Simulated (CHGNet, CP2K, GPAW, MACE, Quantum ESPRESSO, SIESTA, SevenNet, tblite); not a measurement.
**Quantum ESPRESSO on C(111) slab, H on the bottom face (81 atoms): settings compared**

How far do other settings of Quantum ESPRESSO move the forces in C(111) slab, H on the bottom face (81 atoms)? One run of the same program serves as the yardstick.

Main program and level: Quantum ESPRESSO 7.5; the method is named at each step.

**1. Starting point**

The cell holds 81 atoms: 72 C and 9 H. Its edges and angles: a = 7.567 Å, b = 7.567 Å, c = 19.783 Å, α = 90.0°, β = 90.0°, γ = 120.0°. It derives from C (diamond-structure). Diamond-structure C (a = 3.567 Å), (111) slab of 8 atomic planes, 3 x 3 surface cells, H on the broken bonds of the bottom face, 12 Å of vacuum; displaced by a Gaussian of 0.02 Å. Then every atom was moved at random, 0.02 Å r.m.s. a Cartesian component (hydrogen 0.6 of that). Regions: slab, 72 atoms (72 C); hydrogen, 9 atoms (9 H). Vacuum lies along c.

The yardstick, on the same geometry:

```
method                 : Kohn-Sham DFT, PBE, SSSP efficiency 1.3.0 pseudopotentials, plane waves (Quantum ESPRESSO 7.5); sssp-pbe-1.3.0-efficiency, cutoffs 60/480 Ry, Γ point
r.m.s. force component : 1.672 eV/Å
longest force          : 5.94 eV/Å
time                   : 3.3 min on 4 MPI ranks of Arm Neoverse V1, shared host
CPU time               : 13 min
```

**2. PBE, gbrv-1.5, 40/200 Ry**

Method: Kohn-Sham DFT, PBE, GBRV 1.5 ultrasoft pseudopotentials, plane waves.

pw.in

```
&control
  calculation = 'scf'
  pseudo_dir = './pseudo'
  outdir = './tmp'
  disk_io = 'none'
  tprnfor = .true.
/
&system
  ibrav = 0
  nat = 81
  ntyp = 2
  ecutwfc = 40
  ecutrho = 200
  nosym = .true.
  occupations = 'smearing'
  smearing = 'fd'
  degauss = 0.003675
/
&electrons
  conv_thr = 4.0e-07
  electron_maxstep = 100
  mixing_beta = 0.2
  mixing_mode = 'local-TF'
  diagonalization = 'david'
/
ATOMIC_SPECIES
C 12.011 C.upf
H 1.008 H.upf
CELL_PARAMETERS angstrom
7.56675 0.00000 0.00000
-3.78337 6.55300 0.00000
0.00000 0.00000 19.78308
ATOMIC_POSITIONS crystal
C 0.44636 0.89411 0.38407
C 0.33013 0.99984 0.35912
C 0.22284 0.78025 0.48942
C 0.44049 0.88971 0.46202
C 0.33155 0.00026 0.59393
C 0.22418 0.77689 0.56877
C 0.44995 0.89344 0.69765
C 0.32876 0.99487 0.67247
C 0.44828 0.56098 0.38455
C 0.33497 0.66967 0.35923
C 0.22217 0.44398 0.48959
C 0.45481 0.56337 0.46292
C 0.32611 0.66240 0.59344
C 0.21859 0.43703 0.56675
C 0.44548 0.55973 0.69706
C 0.33408 0.67232 0.67138
C 0.77819 0.88863 0.38473
C 0.66308 0.99701 0.35886
C 0.55353 0.78343 0.48803
C 0.78162 0.89447 0.46142
C 0.67323 0.00176 0.59045
C 0.54899 0.77646 0.56895
C 0.77851 0.89503 0.69588
C 0.67146 0.00231 0.67090
C 0.44080 0.22403 0.38458
C 0.32665 0.33122 0.35863
C 0.21721 0.11513 0.48857
C 0.44959 0.21953 0.46277
C 0.33269 0.32721 0.59177
C 0.21929 0.10466 0.56642
C 0.44559 0.22207 0.69696
C 0.33422 0.33883 0.66815
C 0.77856 0.55759 0.38412
C 0.66895 0.66240 0.35810
C 0.55285 0.44353 0.48529
C 0.77971 0.55796 0.46422
C 0.66716 0.66918 0.59293
C 0.55365 0.43828 0.56972
C 0.78410 0.55996 0.69692
C 0.67182 0.66957 0.67042
C 0.11675 0.89270 0.38580
C 0.99736 0.99923 0.35905
C 0.88718 0.77957 0.48712
C 0.12054 0.88806 0.46438
C 0.99616 0.99046 0.59243
C 0.89208 0.77580 0.56722
C 0.11199 0.89219 0.69573
C 0.00651 0.00374 0.67178
C 0.77769 0.22458 0.38554
C 0.66701 0.33384 0.35793
C 0.55859 0.11208 0.48735
C 0.78132 0.22894 0.46425
C 0.65712 0.33455 0.59299
C 0.55068 0.11085 0.56886
C 0.77990 0.21956 0.69844
C 0.66321 0.32999 0.66988
[... 21 atom lines left out ...]
H 0.00260 0.99906 0.30323
H 0.67139 0.33688 0.30301
H 0.00001 0.66553 0.30433
H 0.00251 0.33399 0.30416
K_POINTS gamma
```

The run is started by

```bash
> OMP_NUM_THREADS=1 mpirun -np 2 pw.x -in pw.in > output.txt
```

Log:

```text
Program PWSCF
     gamma-point specific algorithms are used
     Message from routine set_sym_bl:
     NOTICE: Symmetry group for Bravais lattice is not a group (16) - symmetries are disabled
     Parallelization info
     sticks:   dense  smooth     PW     G-vecs:    dense   smooth      PW
     Min        1406    1122    279               157970   113154   14161
     Max        1409    1123    280               157985   113161   14168
     Sum        2815    2245    559               315955   226315   28329
     bravais-lattice index     =            0
     lattice parameter (alat)  =      14.2991  a.u.
     unit-cell volume          =    6619.7267 (a.u.)^3
     number of atoms/cell      =           81
     number of atomic types    =            2
     number of electrons       =       297.00
     number of Kohn-Sham states=          179
     kinetic-energy cutoff     =      40.0000  Ry
     charge density cutoff     =     200.0000  Ry
     scf convergence threshold =      4.0E-07
     mixing beta               =       0.2000
     number of iterations used =            8  local-TF  mixing
     Exchange-correlation=  SLA  PW   PBX  PBC
                           (   1   4   3   4   0   0   0)
     crystal axes: (cart. coord. in units of alat)
               a(1) = (   1.000000   0.000000   0.000000 )
               a(2) = (  -0.499999   0.866026   0.000000 )
               a(3) = (   0.000000   0.000000   2.614475 )
     reciprocal axes: (cart. coord. in units 2 pi/alat)
               b(1) = (  1.000000  0.577349 -0.000000 )
               b(2) = (  0.000000  1.154700  0.000000 )
               b(3) = (  0.000000 -0.000000  0.382486 )
     PseudoPot. # 1 for C :
     Pseudo is Ultrasoft + core correction, Zval =  4.0
     PseudoPot. # 2 for H :
     Pseudo is Ultrasoft, Zval =  1.0
     atomic species   valence    mass     pseudopotential
     C                 4.00    12.01100     C ( 1.00)
     H                 1.00     1.00800     H ( 1.00)
     No symmetry found
   Cartesian axes
     number of k points=     1  Fermi-Dirac smearing, width (Ry)=  0.0037
                       cart. coord. in units 2pi/alat
        k(    1) = (   0.0000000   0.0000000   0.0000000), wk =   2.0000000
     Dense  grid:   157978 G-vectors     FFT dimensions: (  72,  72, 180)
     Smooth grid:   113158 G-vectors     FFT dimensions: (  60,  60, 160)
     Initial potential from superposition of free atoms
     starting charge     296.9970, renormalised to     297.0000
     negative rho (up, down):  2.355E-03 0.000E+00
     Starting wfcs are  297 randomized atomic wfcs
     Self-consistent Calculation
     iteration #  1     ecut=    40.00 Ry     beta= 0.20
     negative rho (up, down):  9.841E-05 0.000E+00
     total energy              =    -836.19326451 Ry
     estimated scf accuracy    <       5.78485506 Ry
     iteration #  2     ecut=    40.00 Ry     beta= 0.20
     negative rho (up, down):  3.445E-07 0.000E+00
     total energy              =    -835.91636877 Ry
     estimated scf accuracy    <       5.00918592 Ry
     iteration #  3     ecut=    40.00 Ry     beta= 0.20
     total energy              =    -834.58666887 Ry
     estimated scf accuracy    <       3.96754196 Ry
     iteration #  4     ecut=    40.00 Ry     beta= 0.20
     total energy              =    -834.73647156 Ry
     estimated scf accuracy    <       1.13513101 Ry
     iteration #  5     ecut=    40.00 Ry     beta= 0.20
     total energy              =    -834.77981464 Ry
     estimated scf accuracy    <       0.36623073 Ry
     iteration #  6     ecut=    40.00 Ry     beta= 0.20
     total energy              =    -834.77260270 Ry
     estimated scf accuracy    <       0.28357578 Ry
[...]
negative rho (up, down):  3.722E-06 0.000E+00
[...]
negative rho (up, down):  1.924E-04 0.000E+00
[...]
negative rho (up, down):  3.761E-05 0.000E+00
[...]
total energy              =    -834.70573244 Ry
[...]
iteration # 37     ecut=    40.00 Ry     beta= 0.20
[...]
total energy              =    -834.70573282 Ry
     estimated scf accuracy    <       0.00000100 Ry
     iteration # 38     ecut=    40.00 Ry     beta= 0.20
     negative rho (up, down):  6.237E-04 0.000E+00
     total energy              =    -834.70573334 Ry
     estimated scf accuracy    <       0.00000109 Ry
     iteration # 39     ecut=    40.00 Ry     beta= 0.20
     negative rho (up, down):  8.307E-04 0.000E+00
     End of self-consistent calculation
          k = 0.0000 0.0000 0.0000 ( 14165 PWs)   bands (ev):
   -18.3262 -17.1600 -15.8527 -15.6860 -15.6623 -15.6269 -15.6059 -15.4838
   -15.3533 -14.6634 -14.5944 -14.5401 -14.5300 -14.4621 -14.2793 -13.5003
   -12.9736 -12.9110 -12.8363 -12.7811 -12.6804 -12.6644 -11.3298 -11.2996
   -11.2602 -11.2063 -11.1385 -11.0877 -11.0491 -11.0256 -10.9195 -10.8249
   -10.7555 -10.7281  -9.9155  -9.7775  -9.3249  -8.7838  -8.6291  -8.5274
    -8.4706  -8.1055  -8.0394  -8.0162  -7.9644  -7.9344  -7.9121  -7.8559
[...]
3.8179   5.7101   7.2540   7.2976   7.3574   7.4005   7.4462   7.5033
     7.6576   8.0752   8.1676   8.1805   8.2257   8.2592   8.3000   8.6238
     8.6737   8.7024   8.8238   8.8774   8.9301   8.9731   9.0573   9.1659
     9.2996   9.3059   9.4544
     the Fermi energy is     3.6169 ev
!    total energy              =    -834.70573297 Ry
     estimated scf accuracy    <       0.00000031 Ry
     smearing contrib. (-TS)   =      -0.03516464 Ry
     internal energy E=F+TS    =    -834.67056834 Ry
     The total energy is F=E-TS. E is the sum of the following terms:
     one-electron contribution =  -12574.82867670 Ry
     hartree contribution      =    6397.15991007 Ry
     xc contribution           =    -270.17843540 Ry
     ewald contribution        =    5613.17663369 Ry
     convergence has been achieved in  39 iterations
     negative rho (up, down):  8.307E-04 0.000E+00
     Forces acting on atoms (cartesian axes, Ry/au):
     atom    1 type  1   force =    -0.02753048   -0.05551090   -0.02886834
     atom    2 type  1   force =     0.04153983    0.03919794    0.02821278
     atom    3 type  1   force =     0.04926913   -0.01879799   -0.00318602
     atom    4 type  1   force =     0.05488587    0.02562439    0.02040507
     atom    5 type  1   force =     0.03579315   -0.02891190   -0.05681608
     atom    6 type  1   force =    -0.02381735    0.02338035   -0.02708541
[...]
atom   79 type  2   force =    -0.00115904   -0.00433662   -0.02688813
     atom   80 type  2   force =    -0.00131762    0.01043311   -0.00312065
     atom   81 type  2   force =    -0.00435699    0.00354172    0.01075907
     Total force =     1.017963     Total SCF correction =     0.000870
     Message from routine punch:
     Nothing written, as per user request (disk_io='none')
```

The job ended after 2.7 min (2 MPI ranks of Arm Neoverse V1, shared host; peak memory 0.92 GiB; 5.5 min of CPU time).

Banners, paths, timers and routine set-up lines are dropped from the logs unmarked, and long logs keep their key lines alone; longer cuts are marked.

Against the reference:

```
r.m.s. force component                  : 1.679 eV/Å
r.m.s. difference of force components   : 35.21 meV/Å
longest difference of force vectors     : 162.3 meV/Å
force difference over r.m.s. force      : 2.106 %
slope of forces against the reference's : 1.004
correlation of force components         : 0.9998
```

Length of the force difference by element (eV/Å):

```csv
element,atoms,mean,most
C,72,0.029,0.16
H,9,0.12,0.15
```

A closer look about C15, picked at random: 13 atoms, nearest first, numbered in the order of the input, with positions taken from that point.

```csv
atom,x,y,z,distance (Å),bonds,Fx,Fy,Fz (eV/Å)
C15,0.00,0.00,0.00,0.00,3,0.38,-0.24,-4.32
C16,-1.27,0.74,-0.51,1.55,4,0.74,-0.91,5.19
C32,-0.01,-1.45,-0.57,1.56,4,0.57,-0.83,5.22
C40,1.30,0.72,-0.53,1.57,4,-0.73,0.43,5.60
C63,-2.51,-0.04,0.04,2.51,3,-1.01,0.43,-4.42
C7,-1.23,2.19,0.01,2.51,3,-0.53,-0.52,-4.16
C13,-1.29,0.67,-2.05,2.51,4,1.23,0.29,-0.46
C37,1.26,0.72,-2.06,2.52,4,0.08,-1.40,-0.81
C71,-1.23,-2.20,-0.03,2.52,3,-0.04,0.52,-3.92
C23,1.25,2.20,-0.02,2.53,3,1.24,-0.98,-4.17
C31,1.28,-2.21,0.00,2.56,3,-0.68,0.24,-4.15
C39,2.56,0.00,0.00,2.56,3,-0.38,-0.72,-4.11
C29,0.03,-1.52,-2.08,2.58,4,-0.87,0.62,-0.62
```

Forces lie 2.1 % from the reference's, at 0.42 times its CPU time (on 2 against 4 cores).

The difference per atom is largest on H (0.12 eV/Å on average, against 0.029 on C).

**3. What came out**

* force difference from the reference: QE PBE, gbrv-1.5, 40/200 Ry, 2.1 %
* its CPU time: 5.5 min

What this shows: PBE on plane waves or a grid with other potentials, cutoffs or grids differs from the reference by 2.1 % (QE PBE, gbrv-1.5, 40/200 Ry) of the r.m.s. force; this holds the reference's own error, so differences of a few per cent don't tell which side is nearer the exact PBE result. One electronic-structure run takes under half the reference's CPU time: QE PBE, gbrv-1.5, 40/200 Ry, at 2.1 % in 5.5 min against 13 min. With short bonds to hydrogen, sets of potentials differ among themselves by several per cent in forces even at converged cutoffs, so the reference isn't exact here either. The electron count is odd in QE PBE, sssp-1.3.0-efficiency, 60/480 Ry and QE PBE, gbrv-1.5, 40/200 Ry, and they have no spin polarisation, so the unpaired electron is spread evenly over both spins. The runs have no spin polarisation, so any moments at edges, vacancies or dangling bonds can't form. The electronic-structure runs sample only Γ, in a cell whose shortest periodic width is 7 Å, which is coarse for a cell with partly filled levels.

[Also dropped from logs without a mark: logging warnings of Python, and SIESTA's first energy breakdown and zero terms.]

[Logs are printed without paths, hosts, clocks, repeated set-up lines and the standing remarks that a program may print on its own settings, such as how far it seeks lower states.]

[Hosts, paths, dates, database ids (printed as entryN), source tags and the programs' standing remarks are cut or masked in the printed files.]
